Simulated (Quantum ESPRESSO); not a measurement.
# Dielectric function and optical constants of BN

Wanted: where BN starts to absorb, how strongly, and its refractive index. The cell comes from an older database entry, whose edges can differ from later determinations, mostly by under a per cent.

Method: DFT, PBE, plane waves with norm-conserving potentials (PseudoDojo), scalar-relativistic, independent-particle optical response without local fields and without the non-local commutator, in Quantum ESPRESSO 7.5.

The database entry behind the starting cell differs from later determinations by our own check (about 0.3 % short, minor phase), so it need not match the best structure at ambient conditions.

### 1. Starting point

Symmetry: P6_3/mmc, No. 194, hexagonal system. Conventional cell: a = 2.498 Å, b = 2.498 Å, c = 6.636 Å, α = 90.00°, β = 90.00°, γ = 120.00°. N has 3 B at 1.44 Å nearest. Nearest to B lie 3 N at 1.44 Å. Farther neighbours and most contacts between anions are not listed.

### 2. Ground state

First the ground state: is it a metal or has it a gap?

This step: DFT, PBE, plane waves with norm-conserving potentials (PseudoDojo), scalar-relativistic, ground state (Quantum ESPRESSO 7.5).

The input, scf.in:

```
&control
  calculation = 'scf'
  prefix = 'x'
  outdir = './tmp'
  pseudo_dir = './'
  verbosity = 'high'
/
&system
  ibrav = 0
  nat = 4
  ntyp = 2
  ecutwfc = 90
  occupations = 'smearing'
  smearing = 'fd'
  degauss = 0.003675
  nbnd = 12
/
&electrons
  conv_thr = 1e-09
  electron_maxstep = 100
/
ATOMIC_SPECIES
  N 1.0 N.upf
  B 1.0 B.upf
CELL_PARAMETERS angstrom
  2.498240000029 0.000000000000 0.000000000000
  -1.249120000014 2.163539304775 0.000000000000
  0.000000000000 0.000000000000 6.635700000000
ATOMIC_POSITIONS crystal
  N 0.666666666667 0.333333333333 0.250000000000
  N 0.333333333333 0.666666666667 0.750000000000
  B 0.666666666667 0.333333333333 0.750000000000
  B 0.333333333333 0.666666666667 0.250000000000
K_POINTS automatic
  10 10 4 0 0 0
```

Launch:

```bash
> mpirun -n 4 pw.x -nk 4 -in scf.in
```

Output:

```text
for quantum simulation of materials; please cite

     using ibrav=0 with symmetry is DISCOURAGED, use correct ibrav instead

     G-vector sticks info
     --------------------
     sticks:   dense  smooth     PW     G-vecs:    dense   smooth      PW
     Sum         559     559    163                27993    27993    4499

     Using Slab Decomposition

     bravais-lattice index     =            0
     lattice parameter (alat)  =       4.7210  a.u.
     unit-cell volume          =     242.0373 (a.u.)^3
     number of atoms/cell      =            4
     number of atomic types    =            2
     number of electrons       =        16.00
     number of Kohn-Sham states=           12
     kinetic-energy cutoff     =      90.0000  Ry
     charge density cutoff     =     360.0000  Ry
     scf convergence threshold =      1.0E-09
     mixing beta               =       0.7000
     number of iterations used =            8  plain     mixing
     Exchange-correlation= PBE
                           (   1   4   3   4   0   0   0)

     celldm(1)=   4.720989  celldm(2)=   0.000000  celldm(3)=   0.000000
     celldm(4)=   0.000000  celldm(5)=   0.000000  celldm(6)=   0.000000

     crystal axes: (cart. coord. in units of alat)
               a(1) = (   1.000000   0.000000   0.000000 )
               a(2) = (  -0.500000   0.866025   0.000000 )
               a(3) = (   0.000000   0.000000   2.656150 )

     reciprocal axes: (cart. coord. in units 2 pi/alat)
               b(1) = (  1.000000  0.577350 -0.000000 )
               b(2) = (  0.000000  1.154701  0.000000 )
               b(3) = (  0.000000 -0.000000  0.376485 )

     ./N.upf
     Pseudo is Norm-conserving + core correction, Zval =  5.0
     Generated using ONCVPSP code by D. R. Hamann
     Using radial grid of 1058 points,  4 beta functions with:
                l(1) =   0
                l(2) =   0
                l(3) =   1
                l(4) =   1

     ./B.upf
     Pseudo is Norm-conserving + core correction, Zval =  3.0
     Generated using ONCVPSP code by D. R. Hamann
     Using radial grid of 1534 points,  4 beta functions with:
                l(1) =   0
                l(2) =   0
                l(3) =   1
                l(4) =   1

     atomic species   valence    mass     pseudopotential
     N                 5.00     1.00000     N ( 1.00)
     B                 3.00     1.00000     B ( 1.00)

     24 Sym. Ops., with inversion, found (12 have fractional translation)

                                    s                        frac. trans.

     [... symmetry matrices left out ...]
   Cartesian axes

     site n.     atom                  positions (alat units)
         1        N      tau(   1) = (   0.5000000   0.2886751   0.6640375  )
         2        N      tau(   2) = (  -0.0000000   0.5773503   1.9921124  )
         3        B      tau(   3) = (   0.5000000   0.2886751   1.9921124  )
         4        B      tau(   4) = (  -0.0000000   0.5773503   0.6640375  )

   Crystallographic axes

     site n.     atom                  positions (cryst. coord.)
         1        N      tau(   1) = (  0.6666667  0.3333333  0.2500000  )
         2        N      tau(   2) = (  0.3333333  0.6666667  0.7500000  )
         3        B      tau(   3) = (  0.6666667  0.3333333  0.7500000  )
         4        B      tau(   4) = (  0.3333333  0.6666667  0.2500000  )

     number of k points=    42  Fermi-Dirac smearing, width (Ry)=  0.0037
                       cart. coord. in units 2pi/alat
        k(    1) = (   0.0000000   0.0000000   0.0000000), wk =   0.0050000
        k(    2) = (   0.0000000   0.0000000   0.0941212), wk =   0.0100000
        k(    3) = (   0.0000000   0.0000000  -0.1882424), wk =   0.0050000
        k(    4) = (   0.0000000   0.1154701   0.0000000), wk =   0.0300000
        k(    5) = (   0.0000000   0.1154701   0.0941212), wk =   0.0600000
        k(    6) = (   0.0000000   0.1154701  -0.1882424), wk =   0.0300000
        k(    7) = (   0.0000000   0.2309401   0.0000000), wk =   0.0300000
        k(    8) = (   0.0000000   0.2309401   0.0941212), wk =   0.0600000
        k(    9) = (   0.0000000   0.2309401  -0.1882424), wk =   0.0300000
        k(   10) = (   0.0000000   0.3464102   0.0000000), wk =   0.0300000
        k(   11) = (   0.0000000   0.3464102   0.0941212), wk =   0.0600000
        k(   12) = (   0.0000000   0.3464102  -0.1882424), wk =   0.0300000
        k(   13) = (   0.0000000   0.4618802   0.0000000), wk =   0.0300000
        k(   14) = (   0.0000000   0.4618802   0.0941212), wk =   0.0600000
        k(   15) = (   0.0000000   0.4618802  -0.1882424), wk =   0.0300000
        k(   16) = (   0.0000000  -0.5773503   0.0000000), wk =   0.0150000
[...]
cryst. coord.
[...]
k(   35) = (   0.2000000   0.3000000   0.2500000), wk =   0.1200000
        k(   36) = (   0.2000000   0.3000000  -0.5000000), wk =   0.0600000
        k(   37) = (   0.2000000   0.4000000   0.0000000), wk =   0.0300000
        k(   38) = (   0.2000000   0.4000000   0.2500000), wk =   0.0600000
        k(   39) = (   0.2000000   0.4000000  -0.5000000), wk =   0.0300000
        k(   40) = (   0.3000000   0.3000000   0.0000000), wk =   0.0300000
        k(   41) = (   0.3000000   0.3000000   0.2500000), wk =   0.0600000
        k(   42) = (   0.3000000   0.3000000  -0.5000000), wk =   0.0300000

     Dense  grid:    27993 G-vectors     FFT dimensions: (  30,  30,  80)

     Initial potential from superposition of free atoms

     starting charge      15.9995, renormalised to      16.0000
     Starting wfcs are   16 randomized atomic wfcs

     Self-consistent Calculation

     iteration #  1     ecut=    90.00 Ry     beta= 0.70
     Davidson diagonalization with overlap

            55 MiB given to the printing process from OS
            27 MiB allocation reported by mallinfo(arena+hblkhd)
------------------
     ethr =  1.00E-02,  avg # of iterations =  3.6

     total energy              =     -53.38898771 Ry
     estimated scf accuracy    <       0.74608114 Ry

     iteration #  2     ecut=    90.00 Ry     beta= 0.70
     Davidson diagonalization with overlap

            66 MiB given to the printing process from OS
            37 MiB allocation reported by mallinfo(arena+hblkhd)
------------------
     ethr =  4.66E-03,  avg # of iterations =  2.0

     total energy              =     -53.57904575 Ry
     estimated scf accuracy    <       0.28947814 Ry

     iteration #  3     ecut=    90.00 Ry     beta= 0.70
     Davidson diagonalization with overlap

            67 MiB given to the printing process from OS
            37 MiB allocation reported by mallinfo(arena+hblkhd)
------------------
     ethr =  1.81E-03,  avg # of iterations =  1.5

     total energy              =     -53.62617527 Ry
     estimated scf accuracy    <       0.00429789 Ry

     iteration #  4     ecut=    90.00 Ry     beta= 0.70
     Davidson diagonalization with overlap

            68 MiB given to the printing process from OS
            38 MiB allocation reported by mallinfo(arena+hblkhd)
------------------
     c_bands:  1 eigenvalues not converged
     ethr =  2.69E-05,  avg # of iterations =  8.8

     total energy              =     -53.62933468 Ry
     estimated scf accuracy    <       0.00317372 Ry

     iteration #  5     ecut=    90.00 Ry     beta= 0.70
     Davidson diagonalization with overlap

            68 MiB given to the printing process from OS
            39 MiB allocation reported by mallinfo(arena+hblkhd)
------------------
     ethr =  1.98E-05,  avg # of iterations =  2.0

     total energy              =     -53.62989307 Ry
     estimated scf accuracy    <       0.00002225 Ry

     iteration #  6     ecut=    90.00 Ry     beta= 0.70
     Davidson diagonalization with overlap

            69 MiB given to the printing process from OS
            40 MiB allocation reported by mallinfo(arena+hblkhd)
------------------
     c_bands:  1 eigenvalues not converged
     ethr =  1.39E-07,  avg # of iterations =  7.0

     total energy              =     -53.62992078 Ry
     estimated scf accuracy    <       0.00005223 Ry

     iteration #  7     ecut=    90.00 Ry     beta= 0.70
     Davidson diagonalization with overlap

            70 MiB given to the printing process from OS
            41 MiB allocation reported by mallinfo(arena+hblkhd)
------------------
     ethr =  1.39E-07,  avg # of iterations =  2.5

     total energy              =     -53.62993166 Ry
     estimated scf accuracy    <       0.00000020 Ry

     iteration #  8     ecut=    90.00 Ry     beta= 0.70
     Davidson diagonalization with overlap

            71 MiB given to the printing process from OS
            42 MiB allocation reported by mallinfo(arena+hblkhd)
------------------
     ethr =  1.25E-09,  avg # of iterations =  4.8

     total energy              =     -53.62993169 Ry
     estimated scf accuracy    <       0.00000052 Ry

     iteration #  9     ecut=    90.00 Ry     beta= 0.70
     Davidson diagonalization with overlap

            72 MiB given to the printing process from OS
            43 MiB allocation reported by mallinfo(arena+hblkhd)
------------------
     ethr =  1.25E-09,  avg # of iterations =  2.0

     total energy              =     -53.62993176 Ry
     estimated scf accuracy    <       0.00000001 Ry

     iteration # 10     ecut=    90.00 Ry     beta= 0.70
     Davidson diagonalization with overlap

            73 MiB given to the printing process from OS
            43 MiB allocation reported by mallinfo(arena+hblkhd)
------------------
     ethr =  6.37E-11,  avg # of iterations =  3.9

     total energy              =     -53.62993177 Ry
     estimated scf accuracy    <          1.8E-09 Ry

     iteration # 11     ecut=    90.00 Ry     beta= 0.70
     Davidson diagonalization with overlap

            73 MiB given to the printing process from OS
            43 MiB allocation reported by mallinfo(arena+hblkhd)
------------------
     ethr =  1.10E-11,  avg # of iterations =  1.8

     End of self-consistent calculation

          k = 0.0000 0.0000 0.0000 (  3499 PWs)   bands (ev):

   -13.0437 -12.7481  -1.4654   0.6566   3.4446   3.4446   3.4813   3.4813
    10.0786  15.1105  16.4799  16.4807

     occupation numbers
     1.0000   1.0000   1.0000   1.0000   1.0000   1.0000   1.0000   1.0000
     0.0000   0.0000   0.0000   0.0000

          k = 0.0000 0.0000 0.0941 (  3464 PWs)   bands (ev):

   -13.0027 -12.7939  -1.2064   0.2731   3.4499   3.4499   3.4759   3.4759
    10.7773  14.2315  16.4977  16.4978

     occupation numbers
     1.0000   1.0000   1.0000   1.0000   1.0000   1.0000   1.0000   1.0000
     0.0000   0.0000   0.0000   0.0000

          k = 0.0000 0.0000-0.1882 (  3458 PWs)   bands (ev):

   -12.9007 -12.9007  -0.5249  -0.5249   3.4629   3.4629   3.4629   3.4629
    12.4416  12.4416  16.5409  16.5409

     occupation numbers
     1.0000   1.0000   1.0000   1.0000   1.0000   1.0000   1.0000   1.0000
     0.0000   0.0000   0.0000   0.0000

          k = 0.0000 0.1155 0.0000 (  3469 PWs)   bands (ev):

   -12.8473 -12.5583  -1.1951   0.8992   2.6568   2.6890   3.0748   3.1172
    10.4286  14.9739  16.2498  16.5077

     occupation numbers
     1.0000   1.0000   1.0000   1.0000   1.0000   1.0000   1.0000   1.0000
     0.0000   0.0000   0.0000   0.0000

     [... further k points left out ...]

     the Fermi energy is     6.3025 ev

!    total energy              =     -53.62993177 Ry
     estimated scf accuracy    <          6.7E-11 Ry
     smearing contrib. (-TS)   =      -0.00000000 Ry
     internal energy E=F+TS    =     -53.62993177 Ry

     The total energy is F=E-TS. E is the sum of the following terms:
     one-electron contribution =     -15.93331594 Ry
     hartree contribution      =      16.41536004 Ry
     xc contribution           =     -17.36770972 Ry
     ewald contribution        =     -36.74426616 Ry

     convergence has been achieved in  11 iterations

     XML data file, charge density, pseudopotentials, collected wavefunctions

                                        0.00s GPU  (     617 calls)

=------------------------------------------------------------------------------=
   JOB DONE.
=------------------------------------------------------------------------------=
```

The job ended after 8.2 s (4 MPI ranks of Arm Neoverse V2, shared host; peak memory 0.07 GiB).

Read-outs, printed or worked out from the files:

| Property | Result |
| --- | --- |
| total energy | -53.63 Ry |
| gap on the k-mesh | 4.278 eV |
| direct gap on the mesh | 4.715 eV |

There is a gap, 4.28 eV on this mesh (points off the mesh can give less), so no carriers' term is needed.

[end of part 1 of 3]

[Machine, clock, banner and «Message from routine» lines are left out of the logs.]

[Logs are printed without paths, hosts, clocks, repeated set-up lines and the standing remarks that a program may print on its own settings, such as how far it seeks lower states.]

[Hosts, paths, dates, database ids (printed as entryN), source tags and the programs' standing remarks are cut or masked in the printed files.]
